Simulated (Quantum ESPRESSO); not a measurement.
## SiC (Moissanite 3C): the LO frequency by hand

Wanted: the LO mode of SiC (Moissanite 3C) from the TO mode and the field response.

Calculated with Quantum ESPRESSO 7.5; DFT LDA, scalar-relativistic, plane waves, PseudoDojo norm-conserving pseudopotentials.

## (1) The relaxed structure

It takes space group F-43m (No. 216, cubic). Conventional cell: a = 4.326 Å, b = 4.326 Å, c = 4.326 Å, α = 90.00°, β = 90.00°, γ = 90.00°. Si has 4 C at 1.87 Å nearest. Nearest to C lie 4 Si at 1.87 Å. Farther neighbours are not listed.

This is the cell after its relaxation at this level of theory, not the database cell from which that began.

## (2) What the response run gave

A linear-response run on the relaxed cell, with the response to an electric field; only its zone-centre results are used. Cutoff 82 Ry, k mesh 10×10×10.

Output:

```text
[banners, grids, parts of the stress and lines that vanish by symmetry left out]
Program PHONON v.7.5
     Reading xml data from directory:

[...]
Exchange-correlation= PW
                           (   1   4   0   0   0   0   0)
[...]
kinetic-energy cut-off    =      82.0000  Ry
     charge density cut-off    =     328.0000  Ry
     convergence threshold     =      1.0E-18
[...]
Exchange-correlation= PW
                           (   1   4   0   0   0   0   0)
[...]
q = (   0.0000000   0.0000000   0.0000000 )
     25 Sym.Ops. (with q -> -q+G )
     G cutoff =  277.5696  (  13731 G-vectors)     FFT grid: ( 36, 36, 36)
     number of k points=    47
[...]
Mode symmetry, T_d (-43m)  point group:
[...]
Dielectric constant
[...]
End of electric fields calculation
          Dielectric constant in cartesian axis
          (       6.907789684      -0.000000000      -0.000000000 )
          (      -0.000000000       6.907789684      -0.000000000 )
          (      -0.000000000      -0.000000000       6.907789684 )
          Effective charges (d Force / dE) in cartesian axis without acoustic sum rule applied (asr)
           atom    1  Si    Mean Z*:        2.72025
      Ex  (        2.72025        0.00000        0.00000 )
      Ey  (        0.00000        2.72025        0.00000 )
      Ez  (        0.00000        0.00000        2.72025 )
           atom    2  C     Mean Z*:       -2.72762
      Ex  (       -2.72762       -0.00000       -0.00000 )
      Ey  (       -0.00000       -2.72762       -0.00000 )
      Ez  (       -0.00000       -0.00000       -2.72762 )
          Effective charges Sum: Mean:       -0.00737
[...]
Effective charges (d Force / dE) in cartesian axis with asr applied:
           atom    1  Si    Mean Z*:        2.72393
[...]
atom    2  C     Mean Z*:       -2.72393
[...]
Representation #   1 modes #   1   2   3
[...]
End of self-consistent calculation
     Convergence has been achieved
     Representation #   2 modes #   4   5   6
[...]
End of self-consistent calculation
     Convergence has been achieved
[...]
Dielectric constant in cartesian axis
          (       6.907789684      -0.000000000      -0.000000000 )
          (      -0.000000000       6.907789684      -0.000000000 )
          (      -0.000000000      -0.000000000       6.907789684 )
          Effective charges (d Force / dE) in cartesian axis without acoustic sum rule applied (asr)
           atom    1  Si    Mean Z*:        2.72025
      Ex  (        2.72025        0.00000        0.00000 )
      Ey  (        0.00000        2.72025        0.00000 )
      Ez  (        0.00000        0.00000        2.72025 )
           atom    2  C     Mean Z*:       -2.72762
      Ex  (       -2.72762       -0.00000       -0.00000 )
      Ey  (       -0.00000       -2.72762       -0.00000 )
      Ez  (       -0.00000       -0.00000       -2.72762 )
          Effective charges Sum: Mean:       -0.00737
[...]
Effective charges (d Force / dE) in cartesian axis with asr applied:
           atom    1  Si    Mean Z*:        2.72393
[...]
atom    2  C     Mean Z*:       -2.72393
[...]
q = (    0.000000000   0.000000000   0.000000000 )
[...]
freq (    1) =       0.021507 [THz] =       0.717409 [cm-1]
     freq (    2) =       0.021507 [THz] =       0.717409 [cm-1]
     freq (    3) =       0.021507 [THz] =       0.717409 [cm-1]
     freq (    4) =      23.927063 [THz] =     798.120920 [cm-1]
     freq (    5) =      23.927063 [THz] =     798.120920 [cm-1]
     freq (    6) =      23.927063 [THz] =     798.120920 [cm-1]
[...]
Mode symmetry, T_d (-43m)  point group:
     freq (   1-   3) =          0.7  [cm-1]   --> T_2  G_15 P_4   I+R
     freq (   4-   6) =        798.1  [cm-1]   --> T_2  G_15 P_4   I+R

   JOB DONE.
```

```
                       quantity   value
             cell volume Ω (Å³)  20.234
                 mass of Si (u)  28.085
                  mass of C (u)  12.011
     Born charge of Si, raw (e)   2.720
      Born charge of C, raw (e)  -2.728
                             ε∞   6.908
ω(TO) after the sum rule (cm⁻¹)   798.1
```

## (3) The calculation

The charges must sum to zero over the cell; taking off their mean, -0.004 e, leaves Z* = 2.724 e on Si. In the polar mode Si moves against C, so the reduced mass is μ = 28.09 × 12.01 / 40.10 = 8.413 u.

A longitudinal wave builds up a field that adds to the restoring force: ω(LO)² = ω(TO)² + 4π Z*² / (μ Ω ε∞), in Hartree atomic units. With μ = 15336 electron masses and Ω = 136.54 bohr³ the second term is 6.4457e-06 Ha², or 310482 cm⁻² (1 Ha = 219474.6 cm⁻¹).

So ω(LO) = √(636996 + 310482) = 973.4 cm⁻¹, and by the Lyddane-Sachs-Teller relation ε₀ = ε∞ (ω(LO)/ω(TO))² = 10.27.

## (4) Check against the program

The analysis program adds the same non-analytic term to the full matrix, here for q along (1 0 0).

Output:

```text
[banner, memory and clock lines left out]
Program DYNMAT v.7.5

     Reading Dynamical Matrix from file g.dyn
     ...Force constants read
     ...epsilon and Z* read

     Polarizability (A^3 units)
     multiply by 0.336784 for Clausius-Mossotti correction
         9.512402   -0.000000   -0.000000
        -0.000000    9.512402   -0.000000
        -0.000000   -0.000000    9.512402

     IR activities are in (D/A)^2/amu units

# mode   [cm-1]    [THz]      IR
    1     -0.00   -0.0000    0.0000
    2     -0.00   -0.0000    0.0000
    3      0.00    0.0000    0.0000
    4    798.12   23.9270   20.3474
    5    798.12   23.9270   20.3474
    6    973.39   29.1815   20.3474
```

ε₀ comes from the program's run without a direction of q.

```
    quantity  by hand  program
ω(LO) (cm⁻¹)    973.4    973.4
          ε₀    10.27    10.27
```

## (5) What came out

```
TO mode                    : 798.1 cm⁻¹
LO mode                    : 973.4 cm⁻¹
static dielectric constant : 10.27
```

What this shows: The LO mode of SiC (Moissanite 3C) lies at 973 cm⁻¹, 175 cm⁻¹ above the TO mode; the formula meets the program within 0.1 cm⁻¹, as it must for a cubic crystal with one polar mode. ω(LO)² − ω(TO)² goes with Z*²/ε∞: an error of 5 % in ε∞ would move the LO mode by 7.6 cm⁻¹, and semilocal functionals tend to overestimate ε∞. These are harmonic values at zero temperature, at the volume of this functional, for the structure held cubic; stability elsewhere in the zone is no part of this calculation.

[Host names and launcher messages were left out of these logs when they were recorded.]

[Logs are printed without paths, hosts, clocks, repeated set-up lines and the standing remarks that a program may print on its own settings, such as how far it seeks lower states.]

[Hosts, paths, dates, database ids (printed as entryN), source tags and the programs' standing remarks are cut or masked in the printed files.]
